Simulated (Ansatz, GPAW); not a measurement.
# Cutoff, mesh and smearing for a 10-layer slab of Ag(110)

How do cutoff, mesh, smearing and the dipole layer change the work function of a 10-layer slab of Ag(110)?

Method: Ansatz plane waves; slab in vacuum with a dipole correction, relaxation, in the first sound run; inputs show where later runs differ, in GPAW 26.7.0 and Ansatz 0.2.0.

This is a report of a sequence of runs, with most program output left out.

### 1. Set-up

The cell holds 10 atoms: 10 Ag. Its edges and angles: a = 4.090 Å, b = 2.892 Å, c = 27.014 Å, α = 90.0°, β = 90.0°, γ = 90.0°. Vacuum lies along c.

Coordinates:

```cif
data_structure
_symmetry_space_group_name_H-M 'P 1'
_symmetry_Int_Tables_number 1
_cell_length_a 4.0900
_cell_length_b 2.8921
_cell_length_c 27.0143
_cell_angle_alpha 90.000
_cell_angle_beta 90.000
_cell_angle_gamma 90.000
_cell_volume 319.54
loop_
_atom_site_label
_atom_site_type_symbol
_atom_site_fract_x
_atom_site_fract_y
_atom_site_fract_z
_atom_site_occupancy
Ag1 Ag 0.50000 0.50000 0.25912 1
Ag2 Ag 0.00000 0.00000 0.31265 1
Ag3 Ag 0.50000 0.50000 0.36618 1
Ag4 Ag 0.00000 0.00000 0.41971 1
Ag5 Ag 0.50000 0.50000 0.47324 1
Ag6 Ag 0.00000 0.00000 0.52676 1
Ag7 Ag 0.50000 0.50000 0.58029 1
Ag8 Ag 0.00000 0.00000 0.63382 1
Ag9 Ag 0.50000 0.50000 0.68735 1
Ag10 Ag 0.00000 0.00000 0.74088 1
```

### 2. Relaxation

The atoms are relaxed first, since the surface dipole, and with it the work function, follows the positions of the outer layers. The lowest 5 atoms are held at bulk positions and keep their forces.

Input file input.yaml:

```yaml
crystal:
  lattice:
    - [4.09, 0.0, 0.0]
    - [0.0, 2.8920667351, 0.0]
    - [0.0, 0.0, 27.0143003077]
  atoms:
    - { symbol: Ag, position: [0.5, 0.5, 0.2591220176] }
    - { symbol: Ag, position: [0.0, 0.0, 0.3126504581] }
    - { symbol: Ag, position: [0.5, 0.5, 0.3661788987] }
    - { symbol: Ag, position: [0.0, 0.0, 0.4197073392] }
    - { symbol: Ag, position: [0.5, 0.5, 0.4732357797] }
    - { symbol: Ag, position: [0.0, 0.0, 0.5267642203] }
    - { symbol: Ag, position: [0.5, 0.5, 0.5802926608] }
    - { symbol: Ag, position: [0.0, 0.0, 0.6338211013] }
    - { symbol: Ag, position: [0.5, 0.5, 0.6873495419] }
    - { symbol: Ag, position: [0.0, 0.0, 0.7408779824] }
kpoints:
  mp_grid: { grid: [8, 11, 1] }
hamiltonian:
  xc: pbe
scf:
  occupations: { method: fermi_dirac, width: 0.1 }
efield:
  axis: 3
  dipole_correction: true
  ramp_width: 0.05
relax:
  f_tol: 0.02
  max_steps: 60
  constraints: [{ sites: [0, 1, 2, 3, 4] }]
output:
  write_potential: true
  write_density: true
  volumetric_format: npy
```

Run with:

```console
$ ansatz run input.yaml --threads 4 --pin off --max-ram 8192MiB --backend cpu --events-out ev --progress --plain --runs-dir out
```

It took 1.7 min on 4 threads of Arm Neoverse V1, shared host; peak memory 1.4 GiB.

Step by step:

```csv
step,energy less that of the first step (eV),largest force component (eV/Å)
1,0.0000,0.3585
2,-0.0345,0.0449
3,-0.0360,0.0126
```

The run keeps the 4 symmetry operations that it works with, so distortions that break them were not tested.

The atoms that moved most (Å):

```csv
atom,dx,dy,dz,length
Ag9,0.000,0.000,0.222,0.222
Ag10,0.000,0.000,0.150,0.150
Ag8,0.000,0.000,0.132,0.132
Ag7,0.000,0.000,0.105,0.105
Ag6,0.000,0.000,0.056,0.056
```

The relaxed structure:

```
Ag
1.0
     4.09000    0.00000    0.00000
     0.00000    2.89207    0.00000
     0.00000    0.00000   27.01430
Ag
10
Direct
  0.50000 0.50000 0.25912
  0.00000 0.00000 0.31265
  0.50000 0.50000 0.36618
  0.00000 0.00000 0.41971
  0.50000 0.50000 0.47324
  0.00000 0.00000 0.52883
  0.50000 0.50000 0.58416
  0.00000 0.00000 0.63869
  0.50000 0.50000 0.69558
  0.00000 0.00000 0.74641
```

This step gave:

| Item | Value |
| --- | --- |
| free energy | -75904.2336 eV |
| smearing term TS | 0.08881 eV |
| symmetry operations | 4 |
| upper work function | 4.216 eV |
| lower work function | 4.191 eV |
| dipole along the normal | -0.001641 e·Å |
| dipole field | -9.30e-4 V/Å |
| vacuum level above | 11.54 eV |
| vacuum level below | 11.51 eV |

The electrostatic potential energy of an electron (with the applied field's), less the Fermi level, planar mean oscillates, so the rows of the table below give means over windows of 1.41 Å about each position, cut where the curve ends. Its maxima inside the range that stand out by 2 % of the span (Å: eV): 7.7: -5.09, 9.1: -5.28, 10.6: -5.29, 12.1: -5.26, 13.5: -4.59, 15.1: -4.67, 16.5: -4.93, 18.0: -4.23, 19.6: -5.90. Its minima: 7.0: -6.43, 8.4: -6.88, 9.8: -6.92, 11.4: -6.89, 12.8: -6.80, 14.4: -6.70, 15.8: -6.77, 17.3: -6.71, 18.9: -6.86, 20.1: -6.56.

Electrostatic potential energy of an electron (with the applied field's), less the Fermi level, planar mean against z; means over each step:

z (Å), electrostatic potential energy of an electron (with the applied field's), less the Fermi level, planar mean (eV) and a bar from the least value:
```
     0.70       4.19 ##############################
     2.11       4.19 ##############################
     3.52       4.18 ##############################
     4.93       3.96 #############################
     6.34      -1.50 ##############
     7.75      -5.84 #
     9.16      -6.04 
    10.57      -6.04 
    11.98      -6.01 #
    13.39      -5.61 ##
    14.80      -5.65 ##
    16.21      -5.81 #
    17.62      -5.51 ##
    19.03      -6.21 
    20.44      -3.92 #######
    21.85       3.60 ############################
    23.26       4.20 ##############################
    24.67       4.21 ##############################
    26.08       4.21 ##############################
```

The valence density, planar mean oscillates, so the rows of the table below give means over windows of 1.41 Å about each position, cut where the curve ends. Its maxima inside the range that stand out by 2 % of the span (Å: e/Å³): 7.0: 1.63, 8.4: 1.66, 9.8: 1.65, 11.4: 1.64, 12.8: 1.65, 14.4: 1.63, 15.8: 1.65, 17.3: 1.64, 18.9: 1.64, 20.1: 1.63. Its minima: 7.7: 0.574, 9.1: 0.574, 10.6: 0.592, 12.1: 0.579, 13.5: 0.512, 15.1: 0.518, 16.5: 0.555, 18.0: 0.473, 19.4: 0.685.

Valence density, planar mean against z; means over each step:

```csv
z (Å),"valence density, planar mean (e/Å³)"
2.11,8.4e-6
3.52,2.4e-4
4.93,0.00821
6.34,0.623
7.75,1.09
9.16,1.10
10.57,1.10
11.98,1.10
13.39,1.04
14.80,1.06
16.21,1.08
17.62,1.05
19.03,1.15
20.44,0.965
21.85,0.0241
23.26,6.0e-4
24.67,2.0e-5
```

The relaxation lowered the energy of the cell by 0.0360 eV.

### 3. The slab's potential

With the geometry fixed, the planar mean of the potential gives the vacuum level on each side.

This step: GPAW, PAW setups; slab in vacuum (GPAW 26.7.0).

Input file run.py:

```python
import json
import numpy as np
from ase import Atoms
from gpaw import GPAW, PW

slab = Atoms(
    ['Ag', 'Ag', 'Ag', 'Ag', 'Ag', 'Ag', 'Ag', 'Ag', 'Ag', 'Ag'],
    positions=[
        [2.04500, 1.44603, 7.00000],
        [0.00000, 0.00000, 8.44603],
        [2.04500, 1.44603, 9.89207],
        [0.00000, 0.00000, 11.33810],
        [2.04500, 1.44603, 12.78413],
        [0.00000, 0.00000, 14.28593],
        [2.04500, 1.44603, 15.78078],
        [0.00000, 0.00000, 17.25379],
        [2.04500, 1.44603, 18.79060],
        [0.00000, 0.00000, 20.16385]],
    cell=[[4.09, 0.0, 0.0], [0.0, 2.89207, 0.0], [0.0, 0.0, 27.0143]],
    pbc=[True, True, False])

slab.calc = GPAW(mode=PW(400), xc='PBE', kpts={'size': (8, 11, 1), 'gamma': True},
                 occupations={'name': 'fermi-dirac', 'width': 0.1}, nbands='140%',
                 convergence={'density': 1e-05}, maxiter=200,
                 poissonsolver={'dipolelayer': 'xy'},
                 symmetry={'tolerance': 1e-3}, txt='slab.txt')
result = {}
energy = slab.get_potential_energy()
fermi = slab.calc.get_fermi_level()
v = slab.calc.get_electrostatic_potential().mean((0, 1)) - fermi
n = slab.calc.get_pseudo_density().mean((0, 1))
L = slab.cell[2, 2]
z = np.arange(len(v)) * L / len(v)
low, high = slab.positions[:, 2].min(), slab.positions[:, 2].max()
below, above = np.interp([low - 4.8, high + 4.8], z, v)
slopes = [np.interp(x, z, np.gradient(v, z)) for x in (low - 4.8, high + 4.8)]
eps = np.array([[slab.calc.get_eigenvalues(k, s) for k in range(len(slab.calc.get_ibz_k_points()))]
                for s in range(slab.calc.get_number_of_spins())]) - fermi
top, bottom = eps[eps < 0].max(), eps[eps > 0].min()
dipole = slab.get_dipole_moment()[2]
print(f'energy {energy:.4f} eV, Fermi level {fermi:.4f} eV, dipole {dipole:.5f} e A')
print(f'potential 4.8 A off the faces, from the Fermi level: lower {below:.4f} eV, upper {above:.4f} eV')
print(f'slope of the potential there: lower {slopes[0]:.5f}, upper {slopes[1]:.5f} eV/A')
print(f'nearest levels on the mesh: {top:.4f} and {bottom:.4f} eV')
print('magnetic moment', round(slab.get_magnetic_moment(), 3))
result.update(energy=energy, fermi=fermi, dipole=dipole, below=below, above=above, slopes=slopes, edges=[top, bottom],
              z=z.tolist(), v=v.tolist(), n=n.tolist(), positions=slab.positions.tolist(),
              forces=slab.get_forces(apply_constraint=False).tolist(), moments=slab.get_magnetic_moments().tolist())
json.dump(result, open('result.json', 'w'))
```

Run with:

```console
$ OMP_NUM_THREADS=1 OPENBLAS_NUM_THREADS=1 python run.py
```

Wall time 22 min (1 thread); peak memory 0.6 GiB.

Numbers from this step:

| Item | Value |
| --- | --- |
| dipole along the normal | -0.001456 e·Å |
| levels nearest the Fermi level on the mesh | -0.006342, 0.01231 eV from the Fermi level |
| upper work function | 4.227 eV |
| lower work function | 4.201 eV |

The electrostatic potential energy of an electron (without an applied field's), less the Fermi level, planar mean oscillates, so the rows of the table below give means over windows of 1.51 Å about each position, cut where the curve ends. Its maxima inside the range that stand out by 2 % of the span (Å: eV): 7.7: -4.60, 9.2: -4.74, 10.6: -4.74, 12.1: -4.76, 13.5: -4.01, 15.0: -4.08, 16.5: -4.34, 18.0: -3.64, 19.5: -5.49. Its minima: 7.0: -11.4, 8.4: -11.9, 9.9: -11.9, 11.3: -11.9, 12.8: -11.8, 14.3: -11.7, 15.8: -11.8, 17.3: -11.7, 18.8: -11.9, 20.1: -11.5.

Electrostatic potential energy of an electron (without an applied field's), less the Fermi level, planar mean against z; means over each step:

```csv
z (Å),"electrostatic potential energy of an electron (without an applied field's), less the Fermi level, planar mean (eV)"
0.76,4.20
2.27,4.20
3.78,4.19
5.29,3.60
6.80,-6.19
8.31,-8.05
9.82,-8.13
11.33,-8.11
12.84,-7.89
14.35,-7.76
15.86,-7.86
17.37,-7.70
18.88,-8.13
20.39,-6.22
21.90,3.65
23.41,4.21
24.92,4.23
26.43,4.23
```

The pseudo valence density, planar mean oscillates, so the rows of the table below give means over windows of 1.51 Å about each position, cut where the curve ends. Its maxima inside the range that stand out by 2 % of the span (Å: e/Å³): 6.9: 1.54, 8.4: 1.63, 9.9: 1.61, 11.2: 1.55, 12.8: 1.62, 14.3: 1.62, 15.8: 1.63, 17.3: 1.61, 18.8: 1.63, 20.1: 1.58. Its minima: 7.8: 0.501, 9.1: 0.515, 10.6: 0.493, 12.1: 0.495, 13.6: 0.464, 15.1: 0.476, 16.4: 0.493, 17.9: 0.440, 19.5: 0.556.

The pseudo valence density, planar mean by z; means over each step:

```csv
z (Å),"pseudo valence density, planar mean (e/Å³)"
2.27,1.3e-5
3.78,4.8e-4
5.29,0.0248
6.80,0.863
8.31,0.976
9.82,0.975
11.33,0.974
12.84,0.963
14.35,0.956
15.86,0.962
17.37,0.950
18.88,0.985
20.39,0.864
21.90,0.0245
23.41,4.7e-4
24.92,1.2e-5
```

Force by atom:

```csv
atom,x (eV/Å),y (eV/Å),z (eV/Å),size
Ag1,0.000,0.000,0.057,0.057
Ag2,0.000,0.000,-0.359,0.359
Ag3,0.000,0.000,-0.026,0.026
Ag4,0.000,0.000,0.082,0.082
Ag5,0.000,0.000,0.243,0.243
Ag6,0.000,0.000,-0.003,0.003
Ag7,0.000,0.000,-0.005,0.005
Ag8,0.000,0.000,-0.001,0.001
Ag9,0.000,0.000,0.002,0.002
Ag10,0.000,0.000,0.014,0.014
```

The potential is flat to 6.2e-4 eV/Å where it is read, so the vacuum is wide enough. The geometry is the other program's minimum; here the largest force on a free atom is 0.014 eV/Å.

### 4. Cutoff 200

The cutoff limits how sharply the smooth valence waves can vary, which tells mostly near the atoms.

run.py, as its differences from that of step 3:

```diff
@@ -21,3 +21,3 @@
 
-slab.calc = GPAW(mode=PW(400), xc='PBE', kpts={'size': (8, 11, 1), 'gamma': True},
+slab.calc = GPAW(mode=PW(200), xc='PBE', kpts={'size': (8, 11, 1), 'gamma': True},
                  occupations={'name': 'fermi-dirac', 'width': 0.1}, nbands='140%',
```

Run time: 86 s. Hardware: 1 thread; peak memory 0.29 GiB.

The run ended with an error.

The program's message: “LinAlgError: The leading minor of order 94 of B is not positive definite. The factorization of B could not be completed and no eigenvalues or eigenvectors were computed.”

### 5. Cutoff 300

run.py, as its differences from that of step 4:

```diff
@@ -21,3 +21,3 @@
 
-slab.calc = GPAW(mode=PW(200), xc='PBE', kpts={'size': (8, 11, 1), 'gamma': True},
+slab.calc = GPAW(mode=PW(300), xc='PBE', kpts={'size': (8, 11, 1), 'gamma': True},
                  occupations={'name': 'fermi-dirac', 'width': 0.1}, nbands='140%',
```

Elapsed: 13 min, on 1 thread; peak memory 0.43 GiB.

The run finished. A setting was moved off its sound value on purpose, so it serves as a test and not as the result.

The fault put into the input: a cutoff under that of the base run: the energy of the cell lies 2.2 eV from the base value (ecut = 300).

Side by side:

```csv
quantity,this run,sound run,difference
upper work function (eV),4.2443,4.2267,0.0177
lower work function (eV),4.2168,4.2012,0.0156
```

### 6. Cutoff 700: ecut = 700

run.py, as its differences from that of step 5:

```diff
@@ -21,3 +21,3 @@
 
-slab.calc = GPAW(mode=PW(300), xc='PBE', kpts={'size': (8, 11, 1), 'gamma': True},
+slab.calc = GPAW(mode=PW(700), xc='PBE', kpts={'size': (8, 11, 1), 'gamma': True},
                  occupations={'name': 'fermi-dirac', 'width': 0.1}, nbands='140%',
```

Run time: 41 min. Hardware: 1 thread; peak memory 1.2 GiB.

This step gave:

| Property | Result |
| --- | --- |
| dipole along the normal | -0.001627 e·Å |
| levels nearest the Fermi level on the mesh | -0.006541, 0.01233 eV from the Fermi level |
| upper work function | 4.224 eV |
| lower work function | 4.198 eV |

The electrostatic potential energy of an electron (without an applied field's), less the Fermi level, planar mean oscillates, so the rows of the table below give means over windows of 1.45 Å about each position, cut where the curve ends. Its maxima inside the range that stand out by 2 % of the span (Å: eV): 7.7: -4.53, 9.2: -4.73, 10.6: -4.72, 12.1: -4.70, 13.5: -4.01, 15.0: -4.07, 16.5: -4.37, 18.0: -3.62, 19.5: -5.47. Its minima: 7.0: -11.4, 8.4: -11.9, 9.9: -12.0, 11.3: -11.9, 12.8: -11.8, 14.3: -11.7, 15.8: -11.8, 17.3: -11.7, 18.8: -11.9, 20.2: -11.5.

The electrostatic potential energy of an electron (without an applied field's), less the Fermi level, planar mean by z; means over each step:

z (Å), electrostatic potential energy of an electron (without an applied field's), less the Fermi level, planar mean (eV) and a bar from the least value:
```
     0.72        4.2 ##############################
     2.17        4.2 ##############################
     3.62        4.2 ##############################
     5.07        3.9 #############################
     6.52       -4.5 ##########
     7.97       -8.1 #
     9.42       -8.2 #
    10.87       -8.3 #
    12.32       -8.2 #
    13.77       -7.7 ##
    15.22       -7.8 ##
    16.67       -7.9 ##
    18.12       -7.3 ###
    19.57       -8.7 
    21.02       -0.7 ##################
    22.47        4.1 ##############################
    23.92        4.2 ##############################
    25.37        4.2 ##############################
    26.82        4.2 ##############################
```

The pseudo valence density, planar mean oscillates, so the rows of the table below give means over windows of 0.5 Å about each position, cut where the curve ends. Its maxima inside the range that stand out by 2 % of the span (Å: e/Å³): 7.08: 1.57, 8.52: 1.58, 9.97: 1.58, 11.42: 1.58, 12.70: 1.58, 14.31: 1.62, 15.76: 1.62, 17.21: 1.61, 18.81: 1.63, 20.10: 1.58. Its minima: 7.72: 0.491, 9.17: 0.490, 10.61: 0.490, 12.06: 0.490, 13.51: 0.449, 14.95: 0.468, 16.56: 0.474, 18.01: 0.422, 19.46: 0.555.

Pseudo valence density, planar mean against z; means over each step:

```csv
z (Å),"pseudo valence density, planar mean (e/Å³)"
3.5,1.6e-4
4.0,5.3e-4
4.5,0.00179
5.0,0.00629
5.5,0.0239
6.0,0.112
6.5,0.598
7.0,1.42
7.5,0.737
8.0,0.829
8.5,1.42
9.0,0.684
9.5,0.923
10.0,1.38
10.5,0.629
11.0,1.02
11.5,1.33
12.0,0.591
12.5,1.12
13.0,1.23
13.5,0.542
14.0,1.10
14.5,1.23
15.0,0.541
15.5,1.12
16.0,1.23
16.5,0.553
17.0,1.17
17.5,1.17
18.0,0.508
18.5,1.09
19.0,1.26
19.5,0.662
20.0,1.32
20.5,0.944
21.0,0.194
21.5,0.0386
22.0,0.00962
22.5,0.00268
23.0,7.9e-4
23.5,2.3e-4
24.0,7.0e-5
```

Force by atom:

```csv
atom,x (eV/Å),y (eV/Å),z (eV/Å),size
Ag1,0.000,0.000,0.060,0.060
Ag2,0.000,0.000,-0.356,0.356
Ag3,0.000,0.000,-0.021,0.021
Ag4,0.000,0.000,0.082,0.082
Ag5,0.000,0.000,0.241,0.241
Ag6,0.000,0.000,-0.004,0.004
Ag7,0.000,0.000,-0.004,0.004
Ag8,0.000,0.000,0.002,0.002
Ag9,0.000,0.000,0.004,0.004
Ag10,0.000,0.000,0.006,0.006
```

The upper face's work function is 4.224 eV, against 4.227 eV in the first plane-wave PBE run at this geometry.

### 7. K mesh 3×4

The mesh in the plane samples the bands: a metal's Fermi level needs it dense, and band edges must lie on it.

run.py, as its differences from that of step 6:

```diff
@@ -21,3 +21,3 @@
 
-slab.calc = GPAW(mode=PW(700), xc='PBE', kpts={'size': (8, 11, 1), 'gamma': True},
+slab.calc = GPAW(mode=PW(400), xc='PBE', kpts={'size': (3, 4, 1), 'gamma': True},
                  occupations={'name': 'fermi-dirac', 'width': 0.1}, nbands='140%',
```

Wall time 3.6 min (1 thread); peak memory 0.3 GiB.

The run finished with changed settings (kpts = [3, 4]); it serves as a test.

The two runs compared:

```csv
quantity,this run,sound run,difference
upper work function (eV),4.0661,4.2267,-0.161
lower work function (eV),4.0485,4.2012,-0.153
```

The two runs differ clearly in the upper work function: 4.07 eV against 4.23 eV.

### 8. K mesh 5×7

run.py, as its differences from that of step 7:

```diff
@@ -21,3 +21,3 @@
 
-slab.calc = GPAW(mode=PW(400), xc='PBE', kpts={'size': (3, 4, 1), 'gamma': True},
+slab.calc = GPAW(mode=PW(400), xc='PBE', kpts={'size': (5, 7, 1), 'gamma': True},
                  occupations={'name': 'fermi-dirac', 'width': 0.1}, nbands='140%',
```

It took 7.7 min on 1 thread; peak memory 0.38 GiB.

The run finished with changed settings (kpts = [5, 7]); it serves as a test.

The two runs compared:

```csv
quantity,this run,sound run,difference
upper work function (eV),4.2743,4.2267,0.0476
lower work function (eV),4.2469,4.2012,0.0456
```

One result that differs is the upper work function, 4.27 eV against 4.23 eV.

### 9. K mesh 12×16: kpts = [12, 16]

run.py, as its differences from that of step 8:

```diff
@@ -21,3 +21,3 @@
 
-slab.calc = GPAW(mode=PW(400), xc='PBE', kpts={'size': (5, 7, 1), 'gamma': True},
+slab.calc = GPAW(mode=PW(400), xc='PBE', kpts={'size': (12, 16, 1), 'gamma': True},
                  occupations={'name': 'fermi-dirac', 'width': 0.1}, nbands='140%',
```

Elapsed: 48 min, on 1 thread; peak memory 1 GiB.

Numbers from this step:

| Property | Result |
| --- | --- |
| dipole along the normal | -0.001499 e·Å |
| levels nearest the Fermi level on the mesh | -0.01018, 0.006168 eV from the Fermi level |
| upper work function | 4.225 eV |
| lower work function | 4.199 eV |

The upper face's work function is 4.225 eV, against 4.227 eV in the first plane-wave PBE run at this geometry.

[end of part 1 of 2]

[Logs are printed without paths, hosts, clocks, repeated set-up lines and the standing remarks that a program may print on its own settings, such as how far it seeks lower states.]

[Hosts, paths, dates, database ids (printed as entryN), source tags and the programs' standing remarks are cut or masked in the printed files.]
